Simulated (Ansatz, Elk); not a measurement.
# How far do independent atoms describe MgPbO2?

Structure refinements treat a crystal as free atoms side by side. For a made-up structure of MgPbO2 (cell and positions from a PBEsol relaxation) the runs below show what the calculated density changes in F(hkl).

Method: DFT, PBE, all-electron APW+lo, Dirac cores, scalar-relativistic bands, static density, no spin, in Elk 11.2.3 (patched build).

This account leaves out most program logs.

The structure was built from a prototype and need not be the compound's stable phase.

### 1. Set-up

It takes space group R-3m (No. 166, trigonal). Conventional cell: a = 3.277 Å, b = 3.277 Å, c = 17.032 Å, α = 90.00°, β = 90.00°, γ = 120.00°. Pb has 6 O at 2.56 Å nearest. Nearest to Mg lie 6 O at 2.19 Å. Nearest to O lie 3 Mg at 2.19 Å and 3 Pb at 2.56 Å. Farther neighbours and most contacts between anions are not listed.

### 2. Ground state and structure factors

An all-electron density is needed, since X-rays see the cores too. Task 0 finds the density and task 195 Fourier-transforms it; tshift is off so that phases refer to the origin typed.

The input, elk.in:

```
tasks
  0
  195

xctype
  20

spinpol
  .false.

rgkmax
  7.0

gmaxvr
  14.0

lmaxo
  7

lmaxapw
  8

swidth
  0.002

tshift
  .false.

ramdisk
  .false.

hmaxvr
  5.5

maxscl
  120

epspot
  1e-06

sppath
  './'

avec
  3.09648576773 1.78775689154 10.72851509787
  -3.09648576773 1.78775689154 10.72851509787
  -0.00000000000 -3.57551378308 10.72851509787

atoms
  3
  'Pb.in'
  1
  0.5000000000 0.5000000000 0.5000000000   0.000000 0.000000 0.000000
  'Mg.in'
  1
  -0.0000000000 -0.0000000000 -0.0000000000   0.000000 0.000000 0.000000
  'O.in'
  2
  0.7317861136 0.7317861136 0.7317861136   0.000000 0.000000 0.000000
  0.2682138864 0.2682138864 0.2682138864   0.000000 0.000000 0.000000

ngridk
  8 8 8
```

Launch:

```sh
OMP_NUM_THREADS=4 elk
```

Elapsed: 26 s, on 4 threads of Arm Neoverse V2, shared host; peak memory 0.16 GiB.

SFACRHO.OUT:

```text

h k l indices transformed by vhmat matrix:
   1.000000000       0.000000000       0.000000000    
   0.000000000       1.000000000       0.000000000    
   0.000000000       0.000000000       1.000000000    

      h      k      l  multipl.   |H|            Re(F)            Im(F)           |F|

      0      0      0      1   0.0000000       110.00000      0.67648094E-16   110.00000    
      1      1      1      2  0.58565284      -62.424384      0.24726273E-13   62.424384    
     -2     -2     -2      2   1.1713057       70.701330      0.37089410E-13   70.701330    
      0      0     -1      6   1.1876750      -63.683540     -0.92723524E-14   63.683540    
      0     -1     -1      6   1.2348691       67.578920      0.11435901E-13   67.578920    
     -2     -1     -1      6   1.4079136       87.338576      0.49761625E-13   87.338576    
     -2     -1     -2      6   1.5248639      -64.607583     -0.17122944E-12   64.607583    
      3      3      3      2   1.7569585      -64.606501      0.97359701E-13   64.606501    
      2      3      2      6   1.7999577      -49.562106      0.26858914E-12   49.562106    
      3      2      3      6   1.9523054       74.834851     -0.74178820E-13   74.834851    
     -1      0      1      6   2.0291342       76.761072      0.45723191E-15   76.761072    
      0     -1     -2     12   2.1119600      -50.612136     -0.20399175E-13   50.612136    
      3      4      3      6   2.2767199       62.647426     -0.47659892E-12   62.647426    
     -4     -4     -4      2   2.3426113       66.047694      0.89632740E-13   66.047694    
     -2     -1     -3     12   2.3429346       59.446681      0.33380469E-13   59.446681    
      1      1     -1      6   2.3511609      -51.942296      0.80360388E-14   51.942296    
      0      0     -2      6   2.3753499       57.775096      0.94268917E-14   57.775096    
      4      3      4      6   2.4461729      -44.037039      0.25498969E-12   44.037039
```

Elk indexes on the primitive cell of elk.in and gives |H| = 4π sin θ/λ in inverse bohr. Below, one row stands for each form hkl of the conventional cell (m members, Friedel mates merged), F is for one primitive cell and the density is static (no thermal factor). Free-atom factors are Waasmaier and Kirfel's, and R is Σm||F|−|F'||/Σm|F|.

```tsv
hkl	m	sin θ/λ (Å⁻¹)	abs F, DFT	neutral atoms	diff.	ions	diff.
003	2	0.088	62.424	62.757	-0.333	61.840	+0.584
006	2	0.176	70.701	71.247	-0.545	70.405	+0.296
101	6	0.179	63.684	63.611	+0.073	63.809	-0.125
012	6	0.186	67.579	68.219	-0.640	67.395	+0.183
104	6	0.212	87.339	86.891	+0.447	87.494	-0.155
015	6	0.229	64.608	64.383	+0.225	64.600	+0.008
009	2	0.264	64.606	64.395	+0.211	64.467	+0.139
107	6	0.271	49.562	49.646	-0.084	49.600	-0.038
018	6	0.294	74.835	74.798	+0.037	74.895	-0.060
110	6	0.305	76.761	76.753	+0.008	76.783	-0.022
113	12	0.318	50.612	50.597	+0.015	50.599	+0.013
1 0 10	6	0.342	62.647	62.621	+0.026	62.727	-0.080
0 0 12	2	0.352	66.048	66.127	-0.079	66.135	-0.087
116	12	0.352	59.447	59.406	+0.041	59.553	-0.107
021	6	0.354	51.942	51.907	+0.035	51.851	+0.091
202	6	0.357	57.775	57.722	+0.053	57.896	-0.120
0 1 11	6	0.368	44.037	44.042	-0.005	44.144	-0.107
024	6	0.371	69.004	69.100	-0.096	68.978	+0.026
205	6	0.382	52.963	53.017	-0.055	52.895	+0.068
119	12	0.404	53.498	53.543	-0.045	53.378	+0.120
027	6	0.408	44.031	44.002	+0.029	44.063	-0.032
1 0 13	6	0.420	53.214	53.264	-0.050	53.089	+0.126
```

The ions are Mg2+, Pb2+ and O2−, by formal charge.

### 3. The highest occupied states alone

An energy window below the Fermi level keeps the highest occupied states, to see at which angles they scatter; shallow core shells can lie inside it and anion s states outside. No new self-consistency is needed.

Edit elk.in of step 2 so:

```diff
@@ -1,3 +1,2 @@
 tasks
-  0
   195
@@ -40,2 +39,5 @@
 
+wsfac
+  -0.136260 0.531230
+
 sppath
```

Launch:

```sh
OMP_NUM_THREADS=4 elk
```

The job ended after 5.3 s (4 threads; peak memory 0.16 GiB; 7.7 s of CPU time).

States within 10 eV below the Fermi level hold 14.00 electrons; any levels below the window count with the cores. Their amplitudes can exceed the total, where window and core parts have opposite phase:

```tsv
hkl	sin θ/λ (Å⁻¹)	abs F, window	abs F, all
003	0.088	1.395	62.424
006	0.176	4.156	70.701
101	0.179	1.167	63.684
012	0.186	5.263	67.579
104	0.212	4.867	87.339
015	0.229	2.704	64.608
009	0.264	3.315	64.606
107	0.271	2.657	49.562
018	0.294	1.817	74.835
110	0.305	2.848	76.761
```

### 4. Another functional

The difference from free atoms is small, so it is set against the change that LDA (Perdew-Wang) makes.

Edit elk.in of step 3 so:

```diff
@@ -1,2 +1,3 @@
 tasks
+  0
   195
@@ -4,3 +5,3 @@
 xctype
-  20
+  3
 
@@ -39,5 +40,2 @@
 
-wsfac
-  -0.136260 0.531230
-
 sppath
```

Launch:

```sh
OMP_NUM_THREADS=4 elk
```

Wall time 17 s (4 threads); peak memory 0.16 GiB.

Against the first run R = 0.02 %; the largest change is -0.061 at 104.

### 5. Basis size

A smaller basis shows how fast F responds to it; the change is likely larger than the basis error of the first run, but doesn't show convergence.

Edit elk.in of step 4 so:

```diff
@@ -5,3 +5,3 @@
 xctype
-  3
+  20
 
@@ -11,3 +11,3 @@
 rgkmax
-  7.0
+  5.5
```

Launch:

```sh
OMP_NUM_THREADS=4 elk
```

The job ended after 23 s (4 threads; peak memory 0.16 GiB; 65 s of CPU time).

Against the first run R = 0.02 %; the largest change is -0.049 at 009.

### 6. A coarser k-mesh

About half the k-points along each axis test the sampling.

Edit elk.in of step 5 so:

```diff
@@ -11,3 +11,3 @@
 rgkmax
-  5.5
+  7.0
 
@@ -62,2 +62,2 @@
 ngridk
-  8 8 8
+  4 4 4
```

Launch:

```sh
OMP_NUM_THREADS=4 elk
```

Elapsed: 14 s, on 4 threads; peak memory 0.16 GiB.

Against the first run R = 0.00 %; the largest change is -0.003 at 012.

### 7. Settings against the effect

```tsv
run	R against the first run (%)	R against neutral atoms, low angle (%)	wall time
PBE, rgkmax 7	0.00	0.39	26 s
LDA (Perdew-Wang)	0.02	0.35	17 s
rgkmax 5.5	0.02	0.35	23 s
k-mesh 4×4×4	0.00	0.40	14 s
```

### 8. Outcome

| Quantity | Value |
| --- | --- |
| R against neutral atoms, sin θ/λ < 0.3 Å⁻¹ | 0.39 % |
| R against neutral atoms, 0.3 to 0.83 Å⁻¹ | 0.07 % |
| R against ions, below 0.3 Å⁻¹ | 0.19 % |

What this shows: Independent neutral atoms miss the calculated amplitudes by R = 0.39 % below 0.3 Å⁻¹ and 0.07 % from there to 0.83 Å⁻¹; by shells, 0.53 % below 0.15 Å⁻¹ (1 form), 0.39 % 0.15 to 0.3 (8 forms), 0.06 % 0.3 to 0.45 (16 forms), 0.07 % above 0.45 (100 forms). Bonding, aspherical density and the tables' own atoms all enter these figures, and the runs don't part them. The largest change of an amplitude is -0.64 electrons, at 012. Formal ions give R = 0.19 % at low angle, nearer than neutral atoms. The window's part falls from 14.0 electrons at the origin to at most 0.92 between 0.45 and 0.83 Å⁻¹, where compact states inside the window still scatter. Below 0.3 Å⁻¹ the changes that finished (LDA (Perdew-Wang), rgkmax 5.5 and k-mesh 4×4×4) move F by R = 0.05 % at most, against the 0.39 % that separates it from free atoms. Spin-orbit coupling is left out, which can matter for elements this heavy. Part of the difference isn't bonding: the tables are fits to free atoms and ions calculated by other methods than this functional. Thermal motion, anomalous dispersion and extinction are left out.

[Logs are printed without paths, hosts, clocks, repeated set-up lines and the standing remarks that a program may print on its own settings, such as how far it seeks lower states.]

[Hosts, paths, dates, database ids (printed as entryN), source tags and the programs' standing remarks are cut or masked in the printed files.]
